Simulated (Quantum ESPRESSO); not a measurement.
# Be5Fe: orders under volume

Aim: follow moments and order energies of Be5Fe with volume.

Method: LDA; plane waves with GBRV 1.5 LDA potentials, no spin-orbit coupling, in Quantum ESPRESSO 7.5.

This is a report of a sequence of runs, with most program output left out.

## 1. Starting point

It takes space group F-43m (No. 216, cubic). The conventional cell has a = 5.839 Å, b = 5.839 Å, c = 5.839 Å, α = 90.00°, β = 90.00°, γ = 90.00°. Be has 9 Be at 2.05 to 2.42 Å and 3 Fe at 2.42 Å nearest. Nearest to Be lie 12 Be at 2.42 Å and 4 Fe at 2.53 Å. Nearest to Fe lie 16 Be at 2.42 to 2.53 Å. Farther neighbours are not listed.

The cell comes from Materials Project 2023-11-01, a database of computed structures, and need not be the stable phase.

## 2. Volume 0.8, ferro +

All lengths scale alike; the factor is that of the volume. Atoms keep their fractional places. Seeded atoms are those given a starting moment.

ASE passes magmoms on as starting_magnetization. pw.x reads values of 1 or more as Bohr magnetons; where all are smaller, it reads them as fractions of the valence charge.

Input file pw.py:

```python
from ase import Atoms
from ase.calculators.espresso import Espresso, EspressoProfile

atoms = Atoms(['Be', 'Be', 'Be', 'Be', 'Be', 'Fe'],
    cell=[[0.0, 2.7100431, 2.7100431],
         [2.7100431, 0.0, 2.7100431],
         [2.7100431, 2.7100431, 0.0]],
    scaled_positions=[[0.87575571, 0.87575571, 0.87575571],
         [0.87575571, 0.87575571, 0.37273286],
         [0.87575571, 0.37273286, 0.87575571],
         [0.37273286, 0.87575571, 0.87575571],
         [0.5, 0.5, 0.5],
         [0.25, 0.25, 0.25]],
    pbc=True,
    magmoms=[0.0, 0.0, 0.0, 0.0, 0.0, 2.8])
input_data = {
    'control': {'calculation': 'scf', 'prefix': 'pwscf', 'outdir': './tmp', 'disk_io': 'nowf', 'tprnfor': True, 'tstress': True},
    'system': {'ecutwfc': 40.0, 'ecutrho': 280.0, 'nbnd': 29, 'occupations': 'smearing', 'smearing': 'fd', 'degauss': 0.00999582, 'nspin': 2},
    'electrons': {'conv_thr': 1.2e-08, 'electron_maxstep': 150, 'mixing_beta': 0.3},
}
atoms.calc = Espresso(
    profile=EspressoProfile(command='mpirun -n 2 pw.x -nk 2', pseudo_dir='pseudo'),
    pseudopotentials={'Fe': 'fe_lda_v1.5.uspp.F.UPF', 'Be': 'be_lda_v1.4.uspp.F.UPF'},
    input_data=input_data,
    kpts=(8, 8, 8),
    koffset=(0, 0, 0))
atoms.get_potential_energy()
energy = atoms.calc.results['free_energy']
print(f'free energy: {energy:.6f} eV')
print('site moments (muB):', atoms.get_magnetic_moments().round(3))
```

Input file espresso.pwi:

```
&CONTROL
   calculation      = 'scf'
   tstress          = .true.
   tprnfor          = .true.
   outdir           = './tmp'
   prefix           = 'pwscf'
   disk_io          = 'nowf'
   pseudo_dir       = 'pseudo'
/
&SYSTEM
   nbnd             = 29
   ecutwfc          = 40.0
   ecutrho          = 280.0
   occupations      = 'smearing'
   degauss          = 0.00999582
   smearing         = 'fd'
   nspin            = 2
   starting_magnetization(1) = 0.0
   starting_magnetization(2) = 2.8
   ntyp             = 2
   nat              = 6
   ibrav            = 0
/
&ELECTRONS
   electron_maxstep = 150
   conv_thr         = 1.2e-08
   mixing_beta      = 0.3
/
&IONS
/
&CELL
/
&FCP
/
&RISM
/
ATOMIC_SPECIES
Be  9.0121831 be_lda_v1.4.uspp.F.UPF
Fe  55.845 fe_lda_v1.5.uspp.F.UPF

K_POINTS automatic
8 8 8  0 0 0

CELL_PARAMETERS angstrom
0.00000000000000 2.71004310000000 2.71004310000000
2.71004310000000 0.00000000000000 2.71004310000000
2.71004310000000 2.71004310000000 0.00000000000000

ATOMIC_POSITIONS angstrom
Be  4.7466714383 4.7466714383 4.7466714383  
Be  3.3834578346 3.3834578346 4.7466714383  
Be  3.3834578346 4.7466714383 3.3834578346  
Be  4.7466714383 3.3834578346 3.3834578346  
Be  2.7100431000 2.7100431000 2.7100431000  
Fe  1.3550215500 1.3550215500 1.3550215500
```

The run is started by

```bash
$ OMP_NUM_THREADS=1 python3 pw.py > pw.log
```

The job ended after 38 s (2 MPI ranks of Intel Xeon Platinum 8559C (Emerald Rapids), shared host; peak memory 0.31 GiB).

Spin moment in the atom's sphere by atom:

```csv
atom,spin moment in the atom's sphere (μB)
Be1,0.0000
Be2,0.0000
Be3,0.0000
Be4,0.0000
Be5,0.0001
Fe6,0.0046
```

This step gave:

```
smearing term TS       : 0.2114 eV
pressure               : 32.87 GPa
magnetization          : 0.005 μB
absolute magnetization : 0.006 μB
final state            : non-magnetic
```

## 3. Volume 0.8, no spin polarisation

Changes to pw.py since step 2:

```diff
@@ -13,7 +13,6 @@
          [0.25, 0.25, 0.25]],
-    pbc=True,
-    magmoms=[0.0, 0.0, 0.0, 0.0, 0.0, 2.8])
+    pbc=True)
 input_data = {
     'control': {'calculation': 'scf', 'prefix': 'pwscf', 'outdir': './tmp', 'disk_io': 'nowf', 'tprnfor': True, 'tstress': True},
-    'system': {'ecutwfc': 40.0, 'ecutrho': 280.0, 'nbnd': 29, 'occupations': 'smearing', 'smearing': 'fd', 'degauss': 0.00999582, 'nspin': 2},
+    'system': {'ecutwfc': 40.0, 'ecutrho': 280.0, 'nbnd': 27, 'occupations': 'smearing', 'smearing': 'fd', 'degauss': 0.00999582},
     'electrons': {'conv_thr': 1.2e-08, 'electron_maxstep': 150, 'mixing_beta': 0.3},
@@ -29,2 +28 @@
 print(f'free energy: {energy:.6f} eV')
-print('site moments (muB):', atoms.get_magnetic_moments().round(3))
```

The run is started by

```bash
$ OMP_NUM_THREADS=1 python3 pw.py > pw.log
```

Elapsed: 12 s, on 2 MPI ranks; peak memory 0.28 GiB; 22 s of CPU time.

Numbers from this step:

* smearing term TS: 0.2114 eV
* pressure: 32.89 GPa
* final state: non-magnetic (no spin polarisation)

## 4. Volume 1.16, ferro +

Input file pw.py:

```python
from ase import Atoms
from ase.calculators.espresso import Espresso, EspressoProfile

atoms = Atoms(['Be', 'Be', 'Be', 'Be', 'Be', 'Fe'],
    cell=[[0.0, 3.06736552, 3.06736552],
         [3.06736552, 0.0, 3.06736552],
         [3.06736552, 3.06736552, 0.0]],
    scaled_positions=[[0.87575571, 0.87575571, 0.87575571],
         [0.87575571, 0.87575571, 0.37273286],
         [0.87575571, 0.37273286, 0.87575571],
         [0.37273286, 0.87575571, 0.87575571],
         [0.5, 0.5, 0.5],
         [0.25, 0.25, 0.25]],
    pbc=True,
    magmoms=[0.0, 0.0, 0.0, 0.0, 0.0, 2.8])
input_data = {
    'control': {'calculation': 'scf', 'prefix': 'pwscf', 'outdir': './tmp', 'disk_io': 'nowf', 'tprnfor': True, 'tstress': True},
    'system': {'ecutwfc': 40.0, 'ecutrho': 280.0, 'nbnd': 29, 'occupations': 'smearing', 'smearing': 'fd', 'degauss': 0.00999582, 'nspin': 2},
    'electrons': {'conv_thr': 1.2e-08, 'electron_maxstep': 150, 'mixing_beta': 0.3},
}
atoms.calc = Espresso(
    profile=EspressoProfile(command='mpirun -n 2 pw.x -nk 2', pseudo_dir='pseudo'),
    pseudopotentials={'Fe': 'fe_lda_v1.5.uspp.F.UPF', 'Be': 'be_lda_v1.4.uspp.F.UPF'},
    input_data=input_data,
    kpts=(8, 8, 8),
    koffset=(0, 0, 0))
atoms.get_potential_energy()
energy = atoms.calc.results['free_energy']
print(f'free energy: {energy:.6f} eV')
print('site moments (muB):', atoms.get_magnetic_moments().round(3))
```

The run is started by

```bash
$ OMP_NUM_THREADS=1 python3 pw.py > pw.log
```

Wall time 39 s (2 MPI ranks); peak memory 0.34 GiB.

Numbers from this step:

| Quantity | Value |
| --- | --- |
| smearing term TS | 0.2185 eV |
| pressure | -22.70 GPa |
| magnetization | 1.567 μB |
| absolute magnetization | 1.771 μB |
| final state | ferromagnetic |
| largest moment | 1.538 μB |

## 5. All points

The runs not shown differ from these in the moved quantity alone.

States, by row:

```csv
volume,ferro +,no spin polarisation
0.8,non-magnetic,non-magnetic
0.86,ferromagnetic,non-magnetic
0.92,ferromagnetic,non-magnetic
0.96,ferromagnetic,non-magnetic
1,ferromagnetic,non-magnetic
1.05,ferromagnetic,non-magnetic
1.1,ferromagnetic,non-magnetic
1.16,ferromagnetic,non-magnetic
```

Table of largest site moment, ferro + by volume:

```csv
volume (factor),"largest site moment, ferro + (μB)"
0.800,0.00456
0.860,0.534
0.920,0.867
0.960,1.03
1.000,1.16
1.050,1.30
1.100,1.41
1.160,1.54
```

Table of energy less that of the parallel start, no spin polarisation by volume:

```csv
volume (factor),"energy less that of the parallel start, no spin polarisation (meV a seeded atom)"
0.800,-1.2e-4
0.860,1.91
0.920,11.4
0.960,21.9
1.000,34.9
1.050,53.8
1.100,74.6
1.160,101
```

Energy over the lowest against volume; values in meV an atom:

```csv
volume (factor),ferro +,no spin polarisation
0.800,104,104
0.860,28.9,29.2
0.920,0,1.90
0.960,0.301,3.95
1.000,12.8,18.7
1.050,42.6,51.6
1.100,84.9,97.3
1.160,148,165
```

## 6. Outcome

- moment, parallel start: 0.00456 to 1.54 μB
- states met from these starts: ferromagnetic and non-magnetic

What this shows: The parallel start holds a moment of 0.15 μB or more only at 0.86, 0.92, 0.96, 1, 1.05, 1.1 and 1.16. Only a parallel start was run beside the spinless one, so opposed or spiral orders, which may lie lower, are not probed. Energies are free energies at an electronic temperature of 1580 K, which lowers moments and differences where the moments are itinerant.

[Logs and program files are shortened in this print: banners, set-up blocks, solver, clock and traceback lines can be left out without a mark of their own.]

[Logs are printed without paths, hosts, clocks, repeated set-up lines and the standing remarks that a program may print on its own settings, such as how far it seeks lower states.]

[Hosts, paths, dates, database ids (printed as entryN), source tags and the programs' standing remarks are cut or masked in the printed files.]

[Where a cell is said to come from a database of computed structures, the database is the Materials Project.]
